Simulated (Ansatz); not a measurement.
## TiTe2 monolayer (2H): modes against uniaxial strain along the armchair direction, normal to a, with the width clamped

Aim: how do the optical modes of TiTe2 monolayer (2H) shift and split under this strain?

Method: DFT PBE, scalar-relativistic, plane waves, PAW; PAW set soft_1, in Ansatz 0.2.0.

Most raw output is cut from this account.

## 1. Starting point

The cell holds 3 atoms: 1 Ti and 2 Te. Its edges and angles: a = 3.730 Å, b = 3.730 Å, c = 31.000 Å, α = 90.0°, β = 90.0°, γ = 120.0°. Vacuum lies along c. The height across the vacuum is the one that the program set for its solve, not the one typed.

## 2. Relaxation

The cell and atoms are relaxed, since residual forces and stress would shift the frequencies. The program lengthens the typed cell of 20.0 Å along the normal to 31.0 Å, as its cut-off of the electrostatics needs, and moves no atom.

File input.yaml:

```yaml
crystal:
  lattice:
    - [3.73, 0.0, 0.0]
    - [-1.865, 3.23027, 0.0]
    - [0.0, 0.0, 20.0]
  atoms:
    - { symbol: Ti, position: [0.333333, 0.666667, 0.5] }
    - { symbol: Te, position: [0.666667, 0.333333, 0.59] }
    - { symbol: Te, position: [0.666667, 0.333333, 0.41] }
  periodic: [true, true, false]
kpoints:
  mp_grid: { grid: [12, 12, 1] }
hamiltonian:
  xc: pbe
  pseudopotentials: { kind: paw, azcp: { folder: soft_1 } }
scf:
  occupations: { method: gaussian, width: 0.01 }
output:
  forces: true
  stress: true
  eigenvalues: true
  write_density: true
  write_potential: true
  elf: true
  volumetric_format: npy
relax:
  adjacent_minimum: "off"
  f_tol: 0.005
  max_steps: 80
  cell: { stress_2d_tol: 0.02 }
```

Launch:

```sh
ansatz run input.yaml --threads 4 --pin off --max-ram 16384MiB --backend cpu --events-out ev --progress --plain --runs-dir out
```

The job ended after 38 s (4 threads of Arm Neoverse V1, shared host; peak memory 0.73 GiB).

Relaxation path:

```csv
step,energy less that of the first step (eV),largest force component (eV/Å),volume (Å³)
1,0.0000,0.0876,373.52
2,0.0024,0.2120,377.85
3,-0.0018,0.0133,376.09
4,-0.0019,0.0042,376.66
5,-0.0019,0.0001,377.08
6*,-0.0021,0.0001,377.08
```

Relaxation steps marked * repeat the geometry before them on a plane-wave basis chosen anew for their cell, so energy and pressure can jump there. Relaxation step 2 was tried and not accepted.

Forces are held to the 12 operations that the run works with; a distortion that breaks them can't arise in this run.

| cell as run | before | after | change |
| --- | --- | --- | --- |
| a (Å) | 3.730 | 3.748 | +0.5 % |
| b (Å) | 3.730 | 3.748 | +0.5 % |

The atoms that moved most (Å, along periodic axes as changes of fractional coordinates times the final cell, across vacuum about the mean position):

```
atom     dx     dy      dz  length
 Te2  0.000  0.000  -0.014   0.014
 Te3  0.000  0.000   0.014   0.014
```

Final coordinates:

```xyz
3
Lattice="3.7477 0.0000 0.0000 -1.8739 3.2456 0.0000 0.0000 0.0000 31.0000" Properties=species:S:1:pos:R:3
Ti    0.0000    2.1638   10.0000
Te    1.8739    1.0819   11.7863
Te    1.8739    1.0819    8.2137
```

Numbers from this step:

```
gap on the k-mesh : 0.1814 eV
area per atom     : 4.055 Å²
```

Electrostatic potential energy in the ac plane at fractional y = 0.333, with atoms of Te within 0.2 Å of it. With pseudopotentials it is smooth inside the atoms' cores, unlike the true potential.

Ten even steps from '_' (-27 eV) to '@' (0 eV), each cell a mean:
```
@@@@@@@@@@@@@@@@@@@@@@@@@@@@
@@@@@@@@@@@@@@@@@@@@@@@@@@@@
@@@@@@@@@@@@@@@@@@@@@@@@@@@@
@@@@@@@@@@@@@@@@@@@@@@@@@@@@
@@@@@@@@@@@@@@@@@@@@@@@@@@@@
@@@@@@@@@@@@@@@@@@@@@@@@@@@@
@@@@@@@@@@@@@@@@@@@@@@@@@@@@
@@@@@@@@@@@@@@@@@@@@@@@@@@@@
@@@@@@@@@@@@@@@@@@@@@@@@@@@@
@@@@@@@@@@@@@@@@@@@@@@@@@@@@
@@@@@@@@@@@@@@@@@@@@@@@@@@@@
@@@@@@@@@@@@@@@@@@@@@@@@@@@@
@@@@@@@@@@@@@@@@@@@@@@@@@@@@
@@@@@@@@@@@@@@@@%%%%%%@@@@@@
%%@@@@@@%%**::__==++++....==
############++----====--==**
####****########********####
##%%@@%%%%++..__==****..__--
@@@@@@@@@@%%##**++++++**##%%
@@@@@@@@@@@@@@@@@@@@@@@@@@@@
@@@@@@@@@@@@@@@@@@@@@@@@@@@@
@@@@@@@@@@@@@@@@@@@@@@@@@@@@
@@@@@@@@@@@@@@@@@@@@@@@@@@@@
@@@@@@@@@@@@@@@@@@@@@@@@@@@@
```
Columns run along a (3.7 Å; values clipped at the 3rd and 97th percentile), rows up along c (31.0 Å). Atoms in or near the plane, at fractional coordinates: Te at (0.67, 0.38), Te at (0.67, 0.26).

Valence density in the ac plane at fractional y = 0.333, with atoms of Te within 0.2 Å of it. It is the smooth field of the valence electrons, not physical close to the nuclei.

Ten steps, logarithmic in the rise over the least value, from '_' (0 e/Å³) to '@' (11 e/Å³), each cell a mean:
```
____________________________
____________________________
____________________________
____________________________
____________________________
____________________________
____________________________
____________________________
____________________________
____________________________
____________________________
____________________________
____________________________
____________..............__
::........::==**%%@@@@##++--
::::....::::--==**##**++----
::......::::::::------::::::
::......::--==##@@@@@@##++--
..________..::----====--::..
____________________________
____________________________
____________________________
____________________________
____________________________
```
Columns run along a (3.7 Å), rows up along c (31.0 Å). Atoms in or near the plane, at fractional coordinates: Te at (0.67, 0.38), Te at (0.67, 0.26).

ELF in the ac plane at fractional y = 0.333, with atoms of Te within 0.2 Å of it. It is the smooth field of the valence electrons, not physical close to the nuclei.

Ten even steps from '0' (0.00) to '9' (0.76), each cell a mean:
```
00000000000000
00000000000000
00000000000000
00000000000000
00000000000000
00000000000000
00000000000000
00000000000000
00000000000000
00000000000000
00000000000000
00000000000000
00000001222110
31002589999986
74236875322467
53225676444567
31112455544555
75247764111357
52014799989998
00000124555432
00000000000000
00000000000000
00000000000000
00000000000000
```
Columns run along a (3.7 Å), rows up along c (31.0 Å). Atoms in or near the plane, at fractional coordinates: Te at (0.67, 0.38), Te at (0.67, 0.26).

## 3. Tight relaxation

Phonons need small forces and stress, so the relaxation is finished with tight tolerances on 12×12×1 k points.

input.yaml, the sections that differ from step 2:

```yaml
crystal:
  lattice:
    - [3.7477308129, 0.0, 0.0]
    - [-1.8738654064, 3.2456300905, 0.0]
    - [0.0, 0.0, 31.0]
  atoms:
    - { symbol: Ti, position: [0.3333333333, 0.6666666667, 0.3225806452] }
    - { symbol: Te, position: [0.6666666667, 0.3333333333, 0.3802017248] }
    - { symbol: Te, position: [0.6666666667, 0.3333333333, 0.2649595655] }
  periodic: [true, true, false]
relax:
  adjacent_minimum: "off"
  f_tol: 0.001
  max_steps: 60
  cell: { stress_2d_tol: 0.002 }
# kpoints, hamiltonian, scf, output: as in step 2
```

Wall time 21 s (4 threads); peak memory 0.72 GiB.

Little changed from the start: no atom moved by 0.005 Å and no cell edge by 0.1 %.

This step gave:

| Item | Value |
| --- | --- |
| gap on the k-mesh | 0.1818 eV |

Electrostatic potential energy in the ac plane at fractional y = 0.333, with atoms of Te within 0.2 Å of it. With pseudopotentials it is smooth inside the atoms' cores, unlike the true potential.

Values in eV, 24 rows by 14 columns, each cell a mean:
```
  0   0   0   0   0   0   0   0   0   0   0   0   0   0
  0   0   0   0   0   0   0   0   0   0   0   0   0   0
  0   0   0   0   0   0   0   0   0   0   0   0   0   0
  0   0   0   0   0   0   0   0   0   0   0   0   0   0
  0   0   0   0   0   0   0   0   0   0   0   0   0   0
  0   0   0   0   0   0   0   0   0   0   0   0   0   0
  0   0   0   0   0   0   0   0   0   0   0   0   0   0
  0   0   0   0   0   0   0   0   0   0   0   0   0   0
  0   0   0   0   0   0   0   0   0   0   0   0   0   0
  0   0   0   0   0   0   0   0   0   0   0   0   0   0
  0   0   0   0   0   0   0   0   0   0   0   0   0   0
  0   0   0   0   0   0   0   0   0   0   0   0   0   0
  0   0   0   0   0   0   0   0   0   0   0   0   0   0
 -1   0   0   0  -1  -1  -1  -2  -3  -4  -3  -3  -2  -1
 -5  -3  -2  -2  -4 -10 -21 -25 -15 -12 -13 -22 -23 -14
 -6  -6  -6  -6  -6  -7 -12 -16 -17 -15 -16 -17 -14  -9
 -7  -8  -9  -9  -8  -6  -6  -8 -10 -11 -10  -9  -7  -6
 -6  -3  -2  -3  -5 -11 -24 -27 -15  -9 -11 -24 -26 -17
 -2  -1  -1  -1  -1  -3  -6  -9 -12 -13 -12 -11  -7  -4
  0   0   0   0   0   0   0   0   0   0   0   0   0   0
  0   0   0   0   0   0   0   0   0   0   0   0   0   0
  0   0   0   0   0   0   0   0   0   0   0   0   0   0
  0   0   0   0   0   0   0   0   0   0   0   0   0   0
  0   0   0   0   0   0   0   0   0   0   0   0   0   0
```
Columns run along a (3.7 Å; values clipped at the 3rd and 97th percentile), rows up along c (31.0 Å). Atoms in or near the plane, at fractional coordinates: Te at (0.67, 0.38), Te at (0.67, 0.26).

ELF in the ac plane at fractional y = 0.333, with atoms of Te within 0.2 Å of it. It is the smooth field of the valence electrons, not physical close to the nuclei.

Ten even steps from '_' (0.00) to '@' (0.76), each cell a mean:
```
____________________________
____________________________
____________________________
____________________________
____________________________
____________________________
____________________________
____________________________
____________________________
____________________________
____________________________
____________________________
______________..::::::....__
--..____::++%%@@@@@@@@@@%%**
##==::--**%%##++--::::==**##
++--::::++**##**======++**##
--......::==++++++====++++++
##++::==####**==......--++##
++::__..==##@@@@@@%%@@@@@@%%
__________..::==++++++==--::
____________________________
____________________________
____________________________
____________________________
```
Columns run along a (3.7 Å), rows up along c (31.0 Å). Atoms in or near the plane, at fractional coordinates: Te at (0.67, 0.38), Te at (0.67, 0.26).

Valence density in the ac plane at fractional y = 0.333, with atoms of Te within 0.2 Å of it. It is the smooth field of the valence electrons, not physical close to the nuclei.

Ten steps, logarithmic in the rise over the least value, from '0' (0 e/Å³) to '9' (11 e/Å³), each cell a mean:
```
00000000000000
00000000000000
00000000000000
00000000000000
00000000000000
00000000000000
00000000000000
00000000000000
00000000000000
00000000000000
00000000000000
00000000000000
00000000000000
00000011111110
21111246899753
22112234676533
21112222333222
21112347999753
10000123344321
00000000000000
00000000000000
00000000000000
00000000000000
00000000000000
```
Columns run along a (3.7 Å), rows up along c (31.0 Å). Atoms in or near the plane, at fractional coordinates: Te at (0.67, 0.38), Te at (0.67, 0.26).

The largest force component left is 0.59 meV/Å, within the tolerances set.

## 4. Zone-centre response at rest

The force constants come from the linear response of the density to a displacement.

The modes at rest are the reference of the series.

input.yaml, the sections that differ from step 3:

```yaml
crystal:
  lattice:
    - [3.7478685862, 0.0, 0.0]
    - [-1.8739342931, 3.2457494057, 0.0]
    - [0.0, 0.0, 31.0]
  atoms:
    - { symbol: Ti, position: [0.3333333333, 0.6666666667, 0.3225806452] }
    - { symbol: Te, position: [0.6666666667, 0.3333333333, 0.3801980962] }
    - { symbol: Te, position: [0.6666666667, 0.3333333333, 0.2649631941] }
  periodic: [true, true, false]
output:
  eigenvalues: true
phonons:
  method: dfpt
# kpoints, hamiltonian, scf: as in step 3
# relax: removed
```

Wall time 93 s (4 threads); peak memory 1.8 GiB; 6 min of CPU time.

This step gave:

| Property | Result |
| --- | --- |
| sum-rule residual before enforcement | 1.47e-4 eV/Å² |
| point group | -6m2 |
| highest optical mode at the zone centre (no LO-TO term) | 255.8 cm⁻¹ |
| lowest optical zone-centre mode | 57.06 cm⁻¹ |

Without the LO-TO term. Patterns of degenerate modes are one choice out of their space. Modes at Γ, with each element's share of the kinetic energy:

```
mode  frequency (cm⁻¹)  symmetry  Ti %  Te %
   1               0.0  acoustic    16    84
   2               0.0  acoustic    16    84
   3               0.0  acoustic    16    84
   4              57.1       E''     0   100
   5              57.1       E''     0   100
   6             147.2       A1'     0   100
   7             187.1        E'    84    16
   8             187.1        E'    84    16
   9             255.8      A2''    84    16
```

Displacements in mode 4 (57.1 cm⁻¹), the largest set to 1:
```
Ti1  0.00  0.00  0.00
Te2  0.00 -1.00  0.00
Te3  0.00  1.00  0.00
```

Displacements in mode 8 (187.1 cm⁻¹), the largest set to 1:
```
Ti1  0.00  1.00  0.00
Te2  0.00 -0.19  0.00
Te3  0.00 -0.19  0.00
```

Before it was imposed, the acoustic sum rule was missed by 1.5e-4 eV/Å². Small misses are needed for a sound result but don't prove that mesh and cutoff are converged. The lowest optical mode is real, 57.1 cm⁻¹.

## 5. Relaxation of a member: uniaxial strain of -1 % along the armchair direction, normal to a, with the width clamped

The cell takes a uniaxial strain of -1 % along the armchair direction, normal to a, with the width clamped. The cell is held, and the atoms relax in it.

input.yaml: that of step 4 with these lines changed.

```diff
@@ -3,3 +3,3 @@
     - [3.7478685862, 0.0, 0.0]
-    - [-1.8739342931, 3.2457494057, 0.0]
+    - [-1.8739342931, 3.2132919116, 0.0]
     - [0.0, 0.0, 31.0]
@@ -18,4 +18,8 @@
 output:
+  forces: true
+  stress: true
   eigenvalues: true
-phonons:
-  method: dfpt
+relax:
+  adjacent_minimum: "off"
+  f_tol: 0.001
+  max_steps: 60
```

Run time: 51 s. Hardware: 4 threads; peak memory 0.86 GiB.

Relaxation path:

```csv
step,energy less that of the first step (eV),largest force component (eV/Å)
1,0.0000,0.0567
2,0.0006,0.1026
3,-0.0004,0.0148
4,-0.0004,0.0007
5,-0.0004,0.0007
```

Relaxation step 2 was tried and not accepted.

Forces are held to the 4 operations that the run works with; a distortion that breaks them can't arise in this run.

The relaxed structure:

```
Ti Te
1.0
     3.74787    0.00000    0.00000
    -1.87393    3.21329    0.00000
     0.00000    0.00000   31.00000
Ti Te
1 2
Direct
  0.33257 0.66514 0.32258
  0.66705 0.33410 0.38037
  0.66705 0.33410 0.26479
```

This step gave:

```
gap on the k-mesh : 0.1050 eV
area per atom     : 4.014 Å²
```

The largest force component left is 0.72 meV/Å.

## 6. Zone-centre modes of the member: uniaxial strain of -1 % along the armchair direction, normal to a, with the width clamped

The zone-centre modes follow for uniaxial strain of -1 % along the armchair direction, normal to a, with the width clamped.

input.yaml, the sections that differ from step 5:

```yaml
crystal:
  lattice:
    - [3.7478685862, 0.0, 0.0]
    - [-1.8739342931, 3.2132919116, 0.0]
    - [0.0, 0.0, 31.0]
  atoms:
    - { symbol: Ti, position: [0.3325691404, 0.6651382807, 0.3225806452] }
    - { symbol: Te, position: [0.6670487631, 0.3340975263, 0.38037395] }
    - { symbol: Te, position: [0.6670487631, 0.3340975263, 0.2647873404] }
  periodic: [true, true, false]
output:
  eigenvalues: true
phonons:
  method: dfpt
# kpoints, hamiltonian, scf: as in step 5
# relax: removed
```

Elapsed: 2.4 min, on 4 threads; peak memory 1.8 GiB; 9.2 min of CPU time.

Numbers from this step:

| Property | Result |
| --- | --- |
| sum-rule residual before enforcement | 7.96e-5 eV/Å² |
| point group | mm2 |
| highest optical mode at the zone centre (no LO-TO term) | 258.9 cm⁻¹ |
| lowest optical zone-centre mode | 56.98 cm⁻¹ |

Without the LO-TO term. Patterns of degenerate modes are one choice out of their space. The modes at Γ (shares of kinetic energy by element, %):

| mode | frequency (cm⁻¹) | symmetry | Ti % | Te % |
| --- | --- | --- | --- | --- |
| 1 | 0.0 | acoustic | 16 | 84 |
| 2 | 0.0 | acoustic | 16 | 84 |
| 3 | 0.0 | acoustic | 16 | 84 |
| 4 | 57.0 | B1 | 0 | 100 |
| 5 | 58.9 | A2 | 0 | 100 |
| 6 | 147.5 | A1 | 0 | 100 |
| 7 | 179.5 | A1 | 84 | 16 |
| 8 | 187.4 | B2 | 84 | 16 |
| 9 | 258.9 | B1 | 84 | 16 |

The lowest optical mode is real, 57.0 cm⁻¹, and the highest lies at 258.9 cm⁻¹.

## 7. Relaxation of a member: uniaxial strain of +5 % along the armchair direction, normal to a, with the width clamped

The cell takes a uniaxial strain of +5 % along the armchair direction, normal to a, with the width clamped. The cell is held, and the atoms relax in it.

input.yaml, the sections that differ from step 6:

```yaml
crystal:
  lattice:
    - [3.7478685862, 0.0, 0.0]
    - [-1.8739342931, 3.4080368761, 0.0]
    - [0.0, 0.0, 31.0]
  atoms:
    - { symbol: Ti, position: [0.3355071023, 0.6710142046, 0.3225806452] }
    - { symbol: Te, position: [0.6655797822, 0.3311595643, 0.379533798] }
    - { symbol: Te, position: [0.6655797822, 0.3311595643, 0.2656274924] }
  periodic: [true, true, false]
output:
  forces: true
  stress: true
  eigenvalues: true
relax:
  adjacent_minimum: "off"
  f_tol: 0.001
  max_steps: 60
# kpoints, hamiltonian, scf: as in step 6
# phonons: removed
```

Elapsed: 53 s, on 4 threads; peak memory 0.89 GiB.

Relaxation path:

```
step  energy less that of the first step (eV)  largest force component (eV/Å)
   1                                   0.0000                          0.0472
   2                                   0.0004                          0.0806
   3                                  -0.0003                          0.0078
   4                                  -0.0003                          0.0033
   5                                  -0.0003                          0.0000
```

Relaxation step 2 was tried and not accepted.

Forces are held to the 4 operations that the run works with; a distortion that breaks them can't arise in this run.

Final coordinates:

```cif
data_structure
_symmetry_space_group_name_H-M 'P 1'
_symmetry_Int_Tables_number 1
_cell_length_a 3.7479
_cell_length_b 3.8893
_cell_length_c 31.0000
_cell_angle_alpha 90.000
_cell_angle_beta 90.000
_cell_angle_gamma 118.805
_cell_volume 395.96
loop_
_atom_site_label
_atom_site_type_symbol
_atom_site_fract_x
_atom_site_fract_y
_atom_site_fract_z
_atom_site_occupancy
Ti1 Ti 0.33591 0.67181 0.32258 1
Te2 Te 0.66538 0.33076 0.37938 1
Te3 Te 0.66538 0.33076 0.26579 1
```

Numbers from this step:

```
gap on the k-mesh : 0.1948 eV
area per atom     : 4.258 Å²
```

The largest force component left is 0.012 meV/Å.

(Continued in part 2 of 2.)

[Logs are printed without paths, hosts, clocks, repeated set-up lines and the standing remarks that a program may print on its own settings, such as how far it seeks lower states.]

[Hosts, paths, dates, database ids (printed as entryN), source tags and the programs' standing remarks are cut or masked in the printed files.]
